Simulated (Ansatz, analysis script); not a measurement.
# AlCo: where the moment collapses

How do the moments of AlCo answer to compression and expansion?

Main program and level: Ansatz 0.2.0; PBE, PAW set soft_2.

### Step 1. The starting structure

Symmetry: Pm-3m, No. 221, cubic system. The conventional cell has a = 2.819 Å, b = 2.819 Å, c = 2.819 Å, α = 90.00°, β = 90.00°, γ = 90.00°. Nearest to Al lie 8 Co at 2.44 Å. Nearest to Co lie 8 Al at 2.44 Å. Farther neighbours are not listed.

The cell comes from the Materials Project, a database of computed structures, and the real compound, where it exists, may take another one.

### Step 2. Starting state

The work starts on two spin channels, which tell the size of the moments.

input.yaml

```yaml
crystal:
  lattice:
    - [2.81940321, 0.0, 0.0]
    - [0.0, 2.81940321, 0.0]
    - [0.0, 0.0, 2.81940321]
  atoms:
    - { symbol: Al, position: [0.0, 0.0, 0.0] }
    - { symbol: Co, position: [0.5, 0.5, 0.5], spin: 2.0 }
magnetization:
  spin_polarized: true
kpoints:
  mp_grid: { grid: [9, 9, 9] }
hamiltonian:
  xc: pbe
scf:
  occupations: { method: fermi_dirac, width: 0.05 }
  max_iter: 120
  convergence: { dr2_threshold: 1.0e-08 }
output:
  write_density: true
  write_potential: true
  elf: true
  volumetric_format: npy
```

Started as:

```console
> ansatz run input.yaml --threads 2 --pin off --max-ram 5120MiB --backend cpu --events-out ev --progress --plain --runs-dir out
```

Numbers of over 12 decimals in the logs are rounded to 6 here.

The program printed:

```text
Engine: ansatz 0.2.0, aarch64-unknown-linux-gnu
Pseudopotentials: kind: paw
Pseudopotential: Al, paw, valence charge 3, recommended cutoff 420 eV (normal), Al.paw.azcp
Pseudopotential: Co, paw, valence charge 17, recommended cutoff 420 eV (normal), Co.paw.azcp
Functional definition: PBE
  parameter kappa = 0.804
  parameter beta = 0.066725
  exchange = pbe_x(kappa = kappa, mu = beta*pi^2/3)
  correlation = pbe_c(beta = beta)
Crystal: 2 atoms, lattice volume = 22.412 Å³
Basis set: ecut = 420 eV, 461 PW (Γ)
Bands: 15, of which v1, the nominal top of the filled ones, is band 10 counted from 1 (9 counted from 0)
Symmetry: 48 space group operations
Space group: Pm-3m (ITA 221), of the structure as read, at distance tolerance 2.8e-5 Å
Magnetic group: BNS 221.92 (UNI 1594), of the structure as read, at distance tolerance 2.8e-5 Å
k-points: 35 of 729
Non-local potential: Al, projectors of the file, l = 0: 2, l = 1: 2, l = 2: 1
Non-local potential: Co, projectors of the file, l = 0: 3, l = 1: 2, l = 2: 3, l = 3: 1
PAW form: soft (Blöchl's): semilocal exchange-correlation on the pseudo side does not see the compensation charge
PAW one-centre angular grid: Al, 110 points (default); XC on 64 Gauss nodes
PAW one-centre angular grid: Co, 590 points (default); XC on 64 Gauss nodes
Initial density: superposition of atomic densities (chi_scale 0.1, normalization cell)
Starting moments: Σ|m| = 2 μB on 1 of 2 sites
Initial wavefunctions: pseudopotential atomic-orbital guess
Functional: x = pbe(κ = 0.804, μ = 0.219515), c = pbe(β = 0.066725)
SCF iter   1: F=—  HF=-5664.256472 eV  |F-HF|=—  |Δ(HF+E_count)|=         —  Δρ=2.24e-1 (↑2.24e-1 ↓1.22e-1)  dr2=1.71e0  dr2_m=5.96e0  M=0.116 μB ∫|m|=0.296 μB  β_m=0.30  ethr=3.10e-3  ⟨swp⟩=4.6  Hψ=4783  notcnv=0
Mixer restart at iter 1: flushing history
preconditioner: auto → none  [metal: Δε(μ)=0.006 eV  Ē_g=9.363 eV  σ=0.050 eV  W_gap=0.03  n_scr=6 (ndim 8)  ℏωp=27.2 eV  f_vac=0.000  D(μ)=1.07/eV (n_scr^D=6)  sad-step TF]
SCF iter   2: F=—  HF=-5663.553634 eV  |F-HF|=—  |Δ(HF+E_count)|=   7.03e-1  Δρ=1.34e-1 (↑1.20e-1 ↓1.34e-1)  dr2=2.20e-1  dr2_m=3.26e0  M=0.095 μB ∫|m|=0.207 μB  β_m=0.57  ethr=3.10e-3  ⟨swp⟩=2.5  Hψ=2425  notcnv=0  defer=25
SCF iter   3: F=—  HF=-5666.183408 eV  |F-HF|=—  |Δ(HF+E_count)|=    2.63e0  Δρ=1.48e-1 (↑1.48e-1 ↓6.60e-2)  dr2=6.17e0  dr2_m=3.74e-1  M=0.023 μB ∫|m|=0.098 μB  β_m=0.46  ethr=1.10e-3  ⟨swp⟩=3.6  Hψ=2828  notcnv=0  defer=26
SCF iter   4: F=—  HF=-5664.784596 eV  |F-HF|=—  |Δ(HF+E_count)|=    1.40e0  Δρ=1.25e-2 (↑1.25e-2 ↓1.06e-2)  dr2=6.59e-2  dr2_m=9.74e-4  M=0.013 μB ∫|m|=0.041 μB  β_m=0.73  ethr=1.10e-3  ⟨swp⟩=3.0  Hψ=2853  notcnv=0  defer=28
SCF iter   5: F=—  HF=-5664.825989 eV  |F-HF|=—  |Δ(HF+E_count)|=   4.14e-2  Δρ=1.55e-2 (↑1.20e-2 ↓1.55e-2)  dr2=1.10e-1  dr2_m=6.33e-4  M=0.009 μB ∫|m|=0.027 μB  β_m=0.86  ethr=3.30e-4  ⟨swp⟩=2.0  Hψ=1833  notcnv=0  defer=28
SCF iter   6: F=—  HF=-5664.828120 eV  |F-HF|=—  |Δ(HF+E_count)|=   2.13e-3  Δρ=2.46e-3 (↑2.46e-3 ↓2.23e-3)  dr2=3.77e-3  dr2_m=5.00e-6  M=0.001 μB ∫|m|=0.004 μB  β_m=0.77  ethr=3.30e-4  ⟨swp⟩=2.1  Hψ=1777  notcnv=0  defer=28
SCF iter   7: F=—  HF=-5664.828567 eV  |F-HF|=—  |Δ(HF+E_count)|=   4.47e-4  Δρ=9.69e-4 (↑9.69e-4 ↓3.90e-4)  dr2=2.37e-4  dr2_m=1.93e-5  M=0.001 μB ∫|m|=0.004 μB  β_m=0.89  ethr=1.88e-5  ⟨swp⟩=1.2  Hψ=1567  notcnv=0  defer=28
SCF iter   8: F=—  HF=-5664.828558 eV  |F-HF|=—  |Δ(HF+E_count)|=   8.97e-6  Δρ=2.53e-4 (↑2.53e-4 ↓4.67e-5)  dr2=1.03e-5  dr2_m=4.18e-6  M=0.001 μB ∫|m|=0.002 μB  β_m=0.91  ethr=1.18e-6  ⟨swp⟩=1.6  Hψ=1180  notcnv=0  defer=28
SCF iter   9: F=—  HF=-5664.828559 eV  |F-HF|=—  |Δ(HF+E_count)|=   5.93e-7  Δρ=6.54e-5 (↑6.54e-5 ↓2.81e-5)  dr2=1.78e-6  dr2_m=8.27e-8  M=0.000 μB ∫|m|=0.000 μB  β_m=0.95  ethr=5.14e-8  ⟨swp⟩=1.7  Hψ=1233  notcnv=0  defer=28
SCF iter  10: F=—  HF=-5664.828559 eV  |F-HF|=—  |Δ(HF+E_count)|=   4.61e-7  Δρ=1.20e-5 (↑1.20e-5 ↓2.28e-6)  dr2=2.61e-8  dr2_m=5.97e-9  M=0.000 μB ∫|m|=0.000 μB  β_m=0.94  ethr=8.92e-9  ⟨swp⟩=2.1  Hψ=1337  notcnv=0  defer=28
SCF iter  11: F=—  HF=-5664.828559 eV  |F-HF|=—  |Δ(HF+E_count)|=   1.61e-9  Δρ=5.52e-7 (↑5.29e-7 ↓5.52e-7)  dr2=1.19e-10  dr2_m=5.86e-12  M=0.000 μB ∫|m|=0.000 μB  β_m=0.97  ethr=1.31e-10  ⟨swp⟩=2.2  Hψ=1606  notcnv=0  defer=28
SCF iter  12: F=-5664.828559 eV  HF=-5664.828559 eV  |F-HF|=3.73e-11  |Δ(HF+E_count)|=  1.82e-11  Δρ=2.71e-7 (↑2.71e-7 ↓2.50e-7)  dr2=4.72e-11  dr2_m=1.65e-13  M=0.000 μB ∫|m|=0.000 μB  ethr=1.00e-12  ⟨swp⟩=2.9  Hψ=3178  notcnv=0
SCF 1 converged in 12 iterations: F = -5664.828559 eV  dr2 = 4.72e-11
  greatest PAW one-centre occupation: 1.000 electrons in one spin orbital (limit 2), on the Co atom at site 1 (counted from 0), in its partial waves of l = 1
WARN: the starting moments were not kept: the SCF closed with an absolute magnetisation of 4.1e-7 μB, where they sum to 2 μB in size (1 site). That is at most 0.1 of that sum. Measured as dr2_m measures the in/out step, that magnetisation stands 2.9e-13 eV from none, at or under the dr2_threshold of 1.0e-8 eV: it is no larger than a step whose dr2_m would equal this threshold. The system may hold no moment; this SCF  [...]
SCF converged after 12 iterations
Magnetization: 0.0000 μB (10.0000 up, 10.0000 down)
Absolute magnetization: 0.0000 μB (∫|ρ↑−ρ↓|, with the PAW one-centre terms)
Spin contamination: 0.0000 ħ² per cell (⟨S²⟩ above its minimum at these occupations)
Per-site moments (μB) at R_I (Å): [(2.571385515379486e-8, 1.007191), (2.8202408989478765e-7, 1.007191)]
Free energy (F): -5664.828559 eV
Harris-Foulkes:  -5664.828559 eV  (|F-HF|=3.73e-11)
Internal energy: -5664.824188 eV  (E = F + TS)
E sigma→0 (E₀):  -5664.826374 eV
Entropy (-TS):   -0.004371 eV (-2.185 meV/atom)
Fermi energy:    15.061361 eV
--- Per-component energies (eV) ---
  E_band       = -274.160896
  E_kinetic    = 484.981400
  E_local      = -3632.540885  (includes V_loc(G=0)·N_el)
  E_nonlocal   = 466.584068
  E_hartree    = 1571.043588
  E_xc         = -201.387694
  E_vxc        = -237.663949  (∫ρ·V_xc dr)
  E_paw        = -1985.456512  (= ΣΔE_a)
  E_vpaw       = -497.609363  (= ΣTr[D̂ρ^β])
  E_aug_tail   = 0.000109  (compensation charges beyond the density's cutoff)
  E_ewald      = -2368.048262
  E_smearing   = -0.004371  (= −TS)
  E_closure    = -0.000000  (closes the sum)
  Σ components = -5664.828559   (vs F -5664.828559, Δ=0.00e0)
--- Band table (eV; the first three rows and the last of 70) ---
  k-point 0 ↑: bands = [... 6 lower, 11.9353, 14.1834, 14.1834, 14.1834, 21.1568, 21.1568, 21.1568, 23.8842, ... 1 higher]
  k-point 1 ↑: bands = [... 6 lower, 12.0028, 14.0556, 14.0556, 14.1973, 19.3587, 21.4863, 21.4863, 23.8428, ... 1 higher]
  k-point 2 ↑: bands = [... 6 lower, 12.1798, 13.7609, 13.7609, 14.2325, 17.0930, 22.3900, 22.3900, 23.7257, ... 1 higher]
  k-point 34 ↓: bands = [... 6 lower, 11.0317, 14.6524, 14.6524, 16.2686, 17.4807, 17.4807, 19.4693, 20.9067, ... 1 higher]
```

Wall time 1.2 s (2 threads of Arm Neoverse V2, shared host); peak memory 0.28 GiB.

The column dr2 measures how far the density is from self-consistency, as an energy; F and HF (Harris–Foulkes) agree once it is small.

The spin moment in the atom's sphere vanishes on all atoms.

Tables count atoms from 1; parts of the log count from 0.

The run ends non-magnetic, with a net moment of 0 μB a cell. The run left the order that was typed.

Valence density in the ac plane at fractional y = 0.000, with atoms of Al within 0.2 Å of it. It is the smooth field of the valence electrons, not physical close to the nuclei.

Ten even steps from '_' (0.06 e/Å³) to '@' (0.27 e/Å³):
```
______--**%%%%%%%%%%%%**--____
____::++##@@@@%%%%@@@@##++::__
::--++##@@@@@@%%%%@@@@@@##++--
****##@@@@@@@@@@@@@@@@@@@@##**
%%%%@@@@@@@@@@@@@@@@@@@@@@@@%%
%%%%@@@@@@@@@@@@@@@@@@@@@@@@%%
%%%%%%%%@@@@@@@@@@@@@@@@%%%%%%
%%%%%%%%@@@@@@@@@@@@@@@@%%%%%%
%%%%@@@@@@@@@@@@@@@@@@@@@@@@%%
%%%%@@@@@@@@@@@@@@@@@@@@@@@@%%
****##@@@@@@@@@@@@@@@@@@@@##**
::--++##@@@@@@%%%%@@@@@@##++--
____::++##@@@@%%%%@@@@##++::__
______--**%%%%%%%%%%%%**--____
______::**%%%%%%%%%%%%**::____
```
Columns run along a (2.8 Å), rows up along c (2.8 Å). Atoms in or near the plane, at fractional coordinates: Al at (0.00, 0.00).

ELF in the ac plane at fractional y = 0.000, with atoms of Al within 0.2 Å of it. It is the smooth field of the valence electrons, not physical close to the nuclei.

Ten even steps from '_' (0.01) to '@' (0.52):
```
..____..++%%@@@@@@@@%%++..____
______--##@@@@@@@@@@@@##--____
__..--**@@@@@@@@@@@@@@@@**--..
==++##@@@@@@@@%%%%@@@@@@@@##++
%%%%@@@@@@@@%%%%%%%%@@@@@@@@%%
@@@@@@@@@@%%%%%%%%%%%%@@@@@@@@
@@@@@@@@%%%%%%%%%%%%%%%%@@@@@@
@@@@@@@@%%%%%%%%%%%%%%%%@@@@@@
@@@@@@@@@@%%%%%%%%%%%%@@@@@@@@
%%%%@@@@@@@@%%%%%%%%@@@@@@@@%%
==++##@@@@@@@@%%%%@@@@@@@@##++
__..--**@@@@@@@@@@@@@@@@**--..
______--##@@@@@@@@@@@@##--____
..____..++%%@@@@@@@@%%++..____
::..____==%%@@@@@@@@%%==____..
```
Columns run along a (2.8 Å), rows up along c (2.8 Å). Atoms in or near the plane, at fractional coordinates: Al at (0.00, 0.00).

### Step 3. Mesh refined

Levels at the Fermi energy are partly filled, so moments and energy differences can hang on the k-mesh, and the state is solved again on a denser one.

input.yaml, the sections that differ from step 2:

```yaml
kpoints:
  mp_grid: { grid: [14, 14, 14] }
basis:
  ecutwfc: 420.0
# crystal, magnetization, hamiltonian, scf: as in step 2
# output: removed
```

The program printed:

```text
[...]
Crystal: 2 atoms, lattice volume = 22.412 Å³
Basis set: ecut = 420 eV, 461 PW (Γ)
Bands: 15, of which v1, the nominal top of the filled ones, is band 10 counted from 1 (9 counted from 0)
Symmetry: 48 space group operations
[...]
k-points: 120 of 2744
[...]
Starting moments: Σ|m| = 2 μB on 1 of 2 sites
[...]
Magnetization: 0.0000 μB (10.0000 up, 10.0000 down)
Absolute magnetization: 0.0000 μB (∫|ρ↑−ρ↓|, with the PAW one-centre terms)
[...]
Per-site moments (μB) at R_I (Å): [(5.786007355085733e-9, 1.007191), (5.609345391924458e-7, 1.007191)]
Free energy (F): -5664.826255 eV
[...]
Internal energy: -5664.820020 eV  (E = F + TS)
E sigma→0 (E₀):  -5664.823138 eV
Entropy (-TS):   -0.006235 eV (-3.117 meV/atom)
Fermi energy:    15.066570 eV
[...]
[key lines of the parts left out:]
SCF converged after 12 iterations
```

Wall time 2.7 s (2 threads); peak memory 0.33 GiB.

The spin moment in the atom's sphere vanishes on all atoms.

The run ends non-magnetic, with a net moment of 0 μB a cell, against 0 μB on the first mesh.

The cell's volume is scaled by the factor named; fractional positions stay, and energies count from the lowest run.

### Step 4. Factor 0.7, typed moments

Three starts at each size show whether high-spin, low-spin and non-magnetic states coexist. One mesh, built for the smallest cell, and one cutoff serve all sizes, so that energies can be subtracted.

input.yaml, the sections that differ from step 3:

```yaml
crystal:
  lattice:
    - [2.50335939, 0.0, 0.0]
    - [0.0, 2.50335939, 0.0]
    - [0.0, 0.0, 2.50335939]
  atoms:
    - { symbol: Al, position: [0.0, 0.0, 0.0] }
    - { symbol: Co, position: [0.5, 0.5, 0.5], spin: 2.0 }
kpoints:
  mp_grid: { grid: [15, 15, 15] }
output:
  stress: true
# magnetization, hamiltonian, scf, basis: as in step 3
```

Started as:

```console
> ansatz run input.yaml --threads 1 --pin off --max-ram 2560MiB --backend cpu --events-out ev --progress --plain --runs-dir out
```

The program printed:

```text
Warning: output.stress: scf.convergence.dr2_threshold = 1e-8 eV is looser than the 2e-10 eV advised for a printed stress (1e-10 eV for each atom of the cell: 2). What an SCF threshold leaves in a stress goes as its square root, and in the free energy as the threshold itself, and one threshold admits the most on a small cell: [figures from the program's tests cut] Set scf.convergence.dr2_threshold to 2e-10 eV or tighter. The threshold is an SCF's pass mark: one that does not reach it within its budget of iterations ends unconverged, or closes short of it on a stop that the run arms, and scf.convergence.dr2_threshold's page says what that costs each kind of run
[...]
Crystal: 2 atoms, lattice volume = 15.688 Å³
Basis set: ecut = 420 eV, 305 PW (Γ)
Bands: 15, of which v1, the nominal top of the filled ones, is band 10 counted from 1 (9 counted from 0)
Symmetry: 48 space group operations
[...]
k-points: 120 of 3375
[...]
Starting moments: Σ|m| = 2 μB on 1 of 2 sites
[...]
SCF iter   1: F=—  HF=-5661.682863 eV  |F-HF|=—  |Δ(HF+E_count)|=         —  Δρ=3.45e-1 (↑3.45e-1 ↓1.23e-1)  dr2=5.83e0  dr2_m=7.30e0  M=0.001 μB ∫|m|=0.102 μB  β_m=0.30  ethr=3.10e-3  ⟨swp⟩=5.4  Hψ=17426  notcnv=0
[...]
SCF iter  11: F=-5662.170914 eV  HF=-5662.170914 eV  |F-HF|=1.82e-12  |Δ(HF+E_count)|=  1.27e-11  Δρ=1.77e-7 (↑1.05e-7 ↓1.77e-7)  dr2=6.83e-13  dr2_m=2.77e-12  M=-0.000 μB ∫|m|=0.000 μB  ethr=1.56e-12  ⟨swp⟩=1.6  Hψ=10243  notcnv=0
SCF 1 converged in 11 iterations: F = -5662.170914 eV  dr2 = 6.83e-13
[...]
SCF converged after 11 iterations
Magnetization: -0.0000 μB (10.0000 up, 10.0000 down)
Absolute magnetization: 0.0000 μB (∫|ρ↑−ρ↓|, with the PAW one-centre terms)
[...]
Per-site moments (μB) at R_I (Å): [(9.202420045439174e-8, 0.894289), (-7.197122398358411e-7, 0.894289)]
Free energy (F): -5662.170914 eV
[...]
Internal energy: -5662.167868 eV  (E = F + TS)
E sigma→0 (E₀):  -5662.169391 eV
Entropy (-TS):   -0.003046 eV (-1.523 meV/atom)
Fermi energy:    22.616443 eV
[...]
--- Stress (GPa, compression-positive) ---
      160.071642      -0.000000       0.000000
       -0.000000     160.071642       0.000000
        0.000000       0.000000     160.071642
  P = ⅓ Tr σ = 160.0716 GPa (1600.716 kbar)
```

It took 4.9 s on 1 thread; peak memory 0.31 GiB.

It ends non-magnetic, with 0 μB on the largest site.

### Step 5. Factor 0.7, starting moments cut to 30 %

The density is converged from the given moments; the state reached depends on that start.

input.yaml: that of step 4 with these lines changed.

```diff
@@ -7,3 +7,3 @@
     - { symbol: Al, position: [0.0, 0.0, 0.0] }
-    - { symbol: Co, position: [0.5, 0.5, 0.5], spin: 2.0 }
+    - { symbol: Co, position: [0.5, 0.5, 0.5], spin: 0.6 }
 magnetization:
```

The program printed:

```text
[...]
Crystal: 2 atoms, lattice volume = 15.688 Å³
Basis set: ecut = 420 eV, 305 PW (Γ)
Bands: 15, of which v1, the nominal top of the filled ones, is band 10 counted from 1 (9 counted from 0)
Symmetry: 48 space group operations
[...]
k-points: 120 of 3375
[...]
Internal energy: -5662.167868 eV  (E = F + TS)
E sigma→0 (E₀):  -5662.169391 eV
Entropy (-TS):   -0.003046 eV (-1.523 meV/atom)
Fermi energy:    22.616433 eV
[...]
--- Stress (GPa, compression-positive) ---
      160.071750       0.000000      -0.000000
       -0.000000     160.071750       0.000000
       -0.000000       0.000000     160.071750
  P = ⅓ Tr σ = 160.0717 GPa (1600.717 kbar)
[key lines of the parts left out:]
SCF converged after 11 iterations
Magnetization: -0.0000 μB (10.0000 up, 10.0000 down)
Free energy (F): -5662.170914 eV
```

Elapsed: 5 s, on 1 thread; peak memory 0.31 GiB.

It ends non-magnetic, with 0 μB on the largest site.

(Part 1 of 2 ends here.)

[Logs and program files are shortened in this print: banners, set-up blocks, solver, clock and traceback lines can be left out without a mark of their own.]

[Logs are printed without paths, hosts, clocks, repeated set-up lines and the standing remarks that a program may print on its own settings, such as how far it seeks lower states.]

[Hosts, paths, dates, database ids (printed as entryN), source tags and the programs' standing remarks are cut or masked in the printed files.]

[Where the input sets lower_state_search to off, the program did not look for lower states, so one may exist.]
